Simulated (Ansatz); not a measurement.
# Cs2AgSbBr6 (Fm-3m): how G0W0 depends on its starting point, part 2 of 2

Aim: G0W0 for Cs2AgSbBr6 (Fm-3m) on several starting functionals, at one mesh, band count and screening cutoff.

Ansatz 0.2.0; G0W0 on several functionals, plane waves, PAW. Known limits of the many-body steps: not at the basis limit; d shell near the gap, gap tends to lie low; no spin-orbit coupling.

So far. Step 2 (G0W0 on LDA): The gap on the mesh goes from 0.76 eV to 1.70 eV, a correction of +0.94 eV. Between the two edge states, bare exchange in place of the xc potential would open the gap by 5.83 eV, and correlation takes back 4.89 eV. Step 3 (G0W0 on r2SCAN): Against the run with 4×4×4 mesh, 1536 empty bands, screening to 150 eV, hard PAW files on LDA, the gap moves by +0.27 eV, while the start moved by +0.44 eV.

In doubt: masses and optical values from hybrid runs of this build are listed as unsure (steps 4, 5), which bears on the screening that GW takes from such a start; one-shot GW on d or f shells is unsure, so the values of those runs are not to be relied on.

## (4) G0W0 on HSE06

This step: G0W0 on HSE06, plane waves, PAW.

File input.yaml:

```yaml
crystal:
  lattice:
    - [0.0, 5.689253, 5.689253]
    - [5.689253, 0.0, 5.689253]
    - [5.689253, 5.689253, 0.0]
  atoms:
    - { symbol: Cs, position: [0.75, 0.75, 0.75] }
    - { symbol: Cs, position: [0.25, 0.25, 0.25] }
    - { symbol: Ag, position: [0.5, 0.5, 0.5] }
    - { symbol: Sb, position: [0.0, 0.0, 0.0] }
    - { symbol: Br, position: [0.751554, 0.248446, 0.248446] }
    - { symbol: Br, position: [0.248446, 0.248446, 0.751554] }
    - { symbol: Br, position: [0.248446, 0.751554, 0.751554] }
    - { symbol: Br, position: [0.248446, 0.751554, 0.248446] }
    - { symbol: Br, position: [0.751554, 0.248446, 0.751554] }
    - { symbol: Br, position: [0.751554, 0.751554, 0.248446] }
kpoints:
  mp_grid: { grid: [4, 4, 4] }
hamiltonian:
  xc: hse06
  pseudopotentials: { kind: paw, source: ansatz }
scf:
  occupations: { method: fixed }
gw:
  n_empty_bands: 1536
  ecut_chi: 150.0
  qp_bands: [v3, c3]
  qp_kpoints: band_edges
  screening: { model: contour_deformation }
```

Launch:

```console
$ ansatz run input.yaml --threads 16 --pin off --max-ram 82944MiB --backend cuda --events-out ev --progress --plain --runs-dir out --devices 1 --max-vram 78GiB
```

Numbers of over 12 decimals in the logs are rounded to 6 here.

Output:

```text
GPUs: using 1 of 1 available (devices: 1).
[...]
davidson cushion auto → on  (no smearing: the cushion is to keep the highest requested band from converging to the state above it; pin scf.eigensolver.cushion to override)
[...]
Crystal: 10 atoms, lattice volume = 368.295 Å³
Basis set: ecut = 680 eV, 14841 PW (Γ)
Bands: 96, of which v1, the nominal top of the filled ones, is band 80 counted from 1 (79 counted from 0)
Symmetry: 48 space group operations
[...]
k-points: 8 of 64
[...]
0    83      7.4670    -9.3252    -3.3810   -12.9029  0.7974     7.6643     7.6637  root
     1    78      3.1697   -18.3055     1.3627   -16.3650  0.7709     2.5837     2.5919  root
     1    79      3.2122   -22.2521     2.3288   -19.3938  0.7666     2.6766     2.6827  root
[...]
7    80      4.6554   -21.5940     1.2186   -19.9335  0.7860     4.2107     4.2134  root
     7    81      7.7265   -10.7689    -3.4312   -14.3980  0.7902     7.9250     7.9244  root
     7    82      8.0695   -10.2951    -3.5312   -14.0357  0.7837     8.2798     8.2789  root
     7    83      8.0695   -10.2951    -3.5312   -14.0357  0.7837     8.2798     8.2789  root
```

Wall time 5.6 min (1 × NVIDIA GB200 (shared by 2 runs) with 16 threads of Arm Neoverse V2, shared host); peak memory 11 GiB.

Numbers from this step:

```yaml
bands_summed: 1616
rpa_eps_infinity_on_this_mesh_eigenvalues: 3.872, 3.872, 3.872
plane_waves_in_the_screening_matrix: 1471
g0w0_gap_on_the_mesh: 2.243 eV
k_of_the_valence_top: 0, -0.5, -0.5
k_of_the_conduction_bottom: 0, 0, -0.5
starting_gap_on_the_mesh: 1.655 eV
least_direct_g0w0_gap_on_the_computed_points: 3.456 eV
```

Against the run with 4×4×4 mesh, 1536 empty bands, screening to 150 eV, hard PAW files on r2SCAN, the gap moves by +0.27 eV, while the start moved by +0.45 eV.

## (5) G0W0 on PBE0

This step: G0W0 on PBE0, plane waves, PAW.

input.yaml, as its differences from that of step 4:

```diff
@@ -19,3 +19,3 @@
 hamiltonian:
-  xc: hse06
+  xc: pbe0
   pseudopotentials: { kind: paw, source: ansatz }
```

Output:

```text
GPUs: using 1 of 1 available (devices: 1).
[...]
Crystal: 10 atoms, lattice volume = 368.295 Å³
Basis set: ecut = 680 eV, 14841 PW (Γ)
Bands: 96, of which v1, the nominal top of the filled ones, is band 80 counted from 1 (79 counted from 0)
Symmetry: 48 space group operations
[...]
k-points: 8 of 64
[...]
0    83      7.7893    -9.2921    -3.2812   -12.5459  0.8147     7.7619     7.7619  root
     1    78      2.8000   -18.3184     1.2275   -16.7387  0.7922     2.4459     2.4478  root
     1    79      2.8435   -22.3573     2.1839   -19.8604  0.7859     2.5290     2.5305  root
[...]
7    80      4.3286   -21.5954     1.1291   -20.2333  0.8033     4.0950     4.0956  root
     7    81      8.0572   -10.6920    -3.3419   -14.0015  0.8085     8.0248     8.0248  root
     7    82      8.4035   -10.2621    -3.4209   -13.6676  0.8035     8.3881     8.3881  root
     7    83      8.4035   -10.2621    -3.4209   -13.6676  0.8035     8.3881     8.3881  root
```

Elapsed: 5.6 min, on 1 × NVIDIA GB200 (shared by 2 runs) with 16 threads; peak memory 11 GiB; 13 min of CPU time.

This step gave:

* bands summed: 1616
* RPA ε∞ on this mesh (eigenvalues): 3.530, 3.530, 3.530
* plane waves in the screening matrix: 1471
* G0W0 gap on the mesh: 2.446 eV
* k of the valence top: 0, -0.5, -0.5
* k of the conduction bottom: 0, 0, -0.5
* starting gap on the mesh: 2.276 eV
* least direct G0W0 gap on the computed points: 3.670 eV

Against the run with 4×4×4 mesh, 1536 empty bands, screening to 150 eV, hard PAW files on HSE06, the gap moves by +0.20 eV, while the start moved by +0.62 eV.

## (6) Side by side

All on the 4×4×4 mesh with 1536 empty bands and screening to 150 eV. Times are wall times on 1 × NVIDIA GB200 (shared by 2 runs) with 16 threads of Arm Neoverse V2, shared host, good to a factor of about two.

```
 start  starting gap (eV)  shift (eV)  G0W0 gap (eV)  RPA ε∞ (harmonic mean)  Z (valence, conduction)     time
   LDA               0.76       +0.94           1.70                    5.56               0.74, 0.77     64 s
r2SCAN               1.20       +0.77           1.97                    4.41               0.76, 0.79  1.8 min
 HSE06               1.65       +0.59           2.24                    3.87               0.79, 0.81  5.6 min
  PBE0               2.28       +0.17           2.45                    3.53               0.80, 0.82  5.6 min
```

The parts of the quasiparticle energy at the two band edges (eV; QP = start + Σx + Σc − Vxc):

```
   run               edge  start      Σx     Σc     Vxc     Z    QP
   LDA        valence top   4.95  -22.64   1.51  -20.67  0.74  4.49
   LDA  conduction bottom   5.71  -10.00  -3.38  -13.86  0.77  6.19
r2SCAN        valence top   5.09  -22.79   1.51  -20.73  0.76  4.53
r2SCAN  conduction bottom   6.29   -9.63  -3.34  -13.18  0.79  6.50
 HSE06        valence top   4.77  -21.79   1.20  -20.15  0.79  4.34
 HSE06  conduction bottom   6.42   -9.37  -3.31  -12.83  0.81  6.58
  PBE0        valence top   4.44  -21.79   1.11  -20.45  0.80  4.22
  PBE0  conduction bottom   6.72   -9.33  -3.24  -12.51  0.82  6.67
```

For a hybrid start, Vxc holds its share of exact exchange.

## (7) Outcome

| Quantity | Value |
| --- | --- |
| G0W0@LDA | 1.70 eV (start 0.76 eV) |
| G0W0@r2SCAN | 1.97 eV (start 1.20 eV) |
| G0W0@HSE06 | 2.24 eV (start 1.65 eV) |
| G0W0@PBE0 | 2.45 eV (start 2.28 eV) |
| known limits | not at the basis limit; d shell near the gap, gap tends to lie low; no spin-orbit coupling |

In words: The starting gaps span 1.51 eV and the G0W0 gaps 0.74 eV. Between LDA and PBE0, 0.74 eV of the 1.51 eV survives, 49 %. PBE0 screens less than LDA (ε∞ 3.53 against 5.56). Of the 0.74 eV by which its G0W0 gap is higher, the correlation part gives +0.55 eV, and exchange with the one-particle terms, which follow the orbitals, +0.20 eV. The smallest correction, +0.17 eV, is on PBE0, the start nearest to reproducing itself. Bands and cutoff are finite, so the gap is not at the basis limit. The miss can reach some tenths of an eV and take either sign; the mesh is an error of its own. A d shell, filled or nearly so, lies near the gap. One-shot GW converges very slowly in bands there, not always from below, and on a semilocal start the gap tends to come out low; starts rich in exact exchange can overshoot instead. The many-body steps are scalar-relativistic: spin-orbit coupling is not in them.

[Paths, hosts, dates, memory and timing lines, banners, echoed tables and standing remarks are left out of the program output.]

[Logs are printed without paths, hosts, clocks, repeated set-up lines and the standing remarks that a program may print on its own settings, such as how far it seeks lower states.]

[Runs of the session that timed out or met a known fault of the program may be left out.]

[Cells called generated may have been cut or substituted from an entry of the Crystallography Open Database or the Materials Project.]

[Hosts, paths, dates, database ids (printed as entryN), source tags and the programs' standing remarks are cut or masked in the printed files.]
